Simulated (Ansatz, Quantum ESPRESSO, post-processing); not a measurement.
# Sr: work function by face, part 2 of 2

Wanted: work functions of Sr face by face, under two functionals.

Quantum ESPRESSO 7.5; plane-wave DFT, PBE, GBRV ultrasoft pseudopotentials; geometry and cross-check by Ansatz 0.2.0 with PAW datasets.

So far. Step 11 (Electrostatic potential of (100)): On (100) the work function under LDA lies +0.14 eV from PBE's. Step 12 (Relaxation with Ansatz of (110)): The relaxation lowers the energy by 2 meV an atom. Held were the atoms numbered 3, 4 and 5; the forces quoted are those on the free ones.

**13. Ground state of (110), PBE**

Level of this step: plane-wave DFT, PBE, GBRV ultrasoft pseudopotentials (Quantum ESPRESSO 7.5).

Input file 110.pbe.in:

```
&control
  prefix = '110.pbe'
  outdir = './out'
  pseudo_dir = './pseudo'
  calculation = 'scf'
  tprnfor = .true.
/
&system
  ibrav = 0
  nat = 7
  ntyp = 1
  ecutwfc = 40
  ecutrho = 200
  occupations = 'smearing'
  smearing = 'mv'
  degauss = 0.02
/
&electrons
  conv_thr = 1e-07
  mixing_beta = 0.4
  electron_maxstep = 120
  mixing_mode = 'local-TF'
/
ATOMIC_SPECIES
  Sr  87.6200  sr_pbe_v1.uspp.F.UPF
CELL_PARAMETERS angstrom
  6.08000000000000 0.00000000000000 0.00000000000000
  0.00000000000000 4.29920922960000 0.00000000000000
  0.00000000000000 0.00000000000000 28.89762768880000
ATOMIC_POSITIONS crystal
  Sr  0.000000000000 0.000000000000 0.281312948731
  Sr  0.500000000000 0.500000000000 0.353660876950
  Sr  0.000000000000 0.000000000000 0.425613111300
  Sr  0.500000000000 0.500000000000 0.500000000000
  Sr  0.000000000000 0.000000000000 0.574386888700
  Sr  0.500000000000 0.500000000000 0.646339126100
  Sr  0.000000000000 0.000000000000 0.718687030358
K_POINTS automatic
  4 8 1 0 0 0
```

The run is started by

```bash
> OMP_NUM_THREADS=1 mpirun -n 4 pw.x -nk 2 -in 110.pbe.in > 110.pbe.out
```

Run time: 2.7 min. Hardware: 4 MPI ranks of Arm Neoverse V1, shared host; peak memory 1.4 GiB.

Numbers from this step:

* free energy: -6679.3596 eV
* Fermi energy: 1.445 eV

**14. Potential by pp.x of (110)**

Input file 110.pbe.pot.in:

```
&inputpp
  prefix = '110.pbe'
  outdir = './out'
  filplot = '110.pbe.pot.dat'
  plot_num = 11
/
```

The run is started by

```bash
> OMP_NUM_THREADS=1 mpirun -n 4 pp.x -in 110.pbe.pot.in > 110.pbe.pot.out
```

Run time: 1.4 s. Hardware: 4 MPI ranks; peak memory 0.23 GiB.

Read from the output:

| Quantity | Value |
| --- | --- |
| work function of the upper face | 2.563 eV |
| slope of the potential above | 0.002866 eV/Å |
| upper vacuum line continued to the top atoms, over the Fermi level | 2.548 eV |
| work function of the lower face | 2.563 eV |
| slope of the potential below | -0.002023 eV/Å |
| lower vacuum line continued to the bottom atoms, over the Fermi level | 2.552 eV |

The potential energy, planar mean oscillates, so the rows of the table below give means over windows of 2.08 Å about each position, cut where the curve ends. Its maxima inside the range that stand out by 2 % of the span (Å: eV): 9.2: -1.17, 11.2: -1.06, 13.4: -0.837, 15.5: -0.837, 17.7: -1.06, 19.7: -1.17. Its minima: 8.1: -8.33, 10.2: -8.02, 12.3: -8.08, 14.4: -8.10, 16.6: -8.08, 18.7: -8.02, 20.8: -8.33.

Electrostatic potential energy of an electron; zero at the Fermi level. The potential energy, planar mean by z; means over each step:

```
z (Å)  potential energy, planar mean (eV)
 1.04                                2.56
 3.12                                2.56
 5.20                                2.40
 7.28                               -2.13
 9.36                               -4.24
11.44                               -4.17
13.52                               -3.87
15.60                               -3.86
17.68                               -4.17
19.76                               -4.27
21.84                               -1.04
23.92                                2.45
26.00                                2.56
28.08                                2.56
```

**15. Ground state of (110), LDA**

Level of this step: plane-wave DFT, LDA, GBRV ultrasoft pseudopotentials (Quantum ESPRESSO 7.5).

110.lda.in is the input of step 13 with these lines changed:

```diff
@@ -1,3 +1,3 @@
 &control
-  prefix = '110.pbe'
+  prefix = '110.lda'
   outdir = './out'
@@ -24,3 +24,3 @@
 ATOMIC_SPECIES
-  Sr  87.6200  sr_pbe_v1.uspp.F.UPF
+  Sr  87.6200  sr_lda_v1.uspp.F.UPF
 CELL_PARAMETERS angstrom
```

The run is started by

```bash
> OMP_NUM_THREADS=1 mpirun -n 4 pw.x -nk 2 -in 110.lda.in > 110.lda.out
```

It took 2.2 min on 4 MPI ranks; peak memory 1.4 GiB.

Numbers from this step:

| Quantity | Value |
| --- | --- |
| free energy | -6684.9740 eV |
| Fermi energy | 1.275 eV |

**16. Potential by pp.x of (110)**

Input file 110.lda.pot.in:

```
&inputpp
  prefix = '110.lda'
  outdir = './out'
  filplot = '110.lda.pot.dat'
  plot_num = 11
/
```

The run is started by

```bash
> OMP_NUM_THREADS=1 mpirun -n 4 pp.x -in 110.lda.pot.in > 110.lda.pot.out
```

Wall time 1.2 s (4 MPI ranks); peak memory 0.22 GiB.

This step gave:

```
work function of the upper face                                       : 2.696 eV
slope of the potential above                                          : 0.002495 eV/Å
upper vacuum line continued to the top atoms, over the Fermi level    : 2.683 eV
work function of the lower face                                       : 2.697 eV
slope of the potential below                                          : -0.001751 eV/Å
lower vacuum line continued to the bottom atoms, over the Fermi level : 2.687 eV
```

On (110) the work function under LDA lies +0.13 eV from PBE's.

**17. The series side by side**

All levels:

```csv
level,work function (eV),"Ansatz, PBE (eV)",CPU time (s)
"(111), PBE",2.648,2.679,172.2
"(111), LDA",2.76,-,181
"(100), PBE",2.529,2.544,267.7
"(100), LDA",2.665,-,258.7
"(110), PBE",2.563,2.59,650.2
"(110), LDA",2.696,-,524
```

**18. By hand**

For (111) under PBE, on the run's own zero: φ = 4.557 − (1.909) = 2.648 eV.

**19. Results**

```json
{
  "work function of (111), PBE": "2.65 eV",
  "work function of (111), LDA": "2.76 eV",
  "work function of (100), PBE": "2.53 eV",
  "work function of (100), LDA": "2.67 eV",
  "work function of (110), PBE": "2.56 eV",
  "work function of (110), LDA": "2.70 eV"
}
```

Under PBE the work functions are 2.65 eV on (111), 2.56 eV on (110) and 2.53 eV on (100). In order of packing, from 16.01 to 26.14 Å² an atom, the faces are (111), (100) and (110). The work function doesn't follow that order throughout, though the faces out of order lie within 0.1 eV, the error of these thin slabs. LDA lies +0.11 to +0.14 eV from PBE on the same atoms, nearly a rigid shift. The top two spacings change by -3.0 and -1.2 % on (111), -3.6 and -2.0 % on (100) and -2.7 and -3.3 % on (110). Ansatz, with Fermi-Dirac smearing and its own datasets, agrees within 0.03 eV under PBE. The slabs are thin and unreconstructed, at the tabulated lattice constant; thickness and mesh leave some 0.05 to 0.1 eV open.

Comparison with the measured values:

```
                                                                     quantity  measured       (111), PBE       (100), PBE       (110), PBE
work function, loosely compared (polycrystalline sample, no single face) (eV)      2.59  2.65 (+0.06 eV)  2.53 (-0.06 eV)  2.56 (-0.03 eV)
```

Measured values from arxiv:1902.07811 (2019).

**Verdict.** A polycrystal averages over faces, so this is a loose comparison.

[Logs are printed without paths, hosts, clocks, repeated set-up lines and the standing remarks that a program may print on its own settings, such as how far it seeks lower states.]

[Hosts, paths, dates, database ids (printed as entryN), source tags and the programs' standing remarks are cut or masked in the printed files.]

[Maps of the electrostatic potential energy from Ansatz leave out the sawtooth potential of an applied field or a dipole correction, so their vacuum need not be flat; planar profiles and work functions include it.]
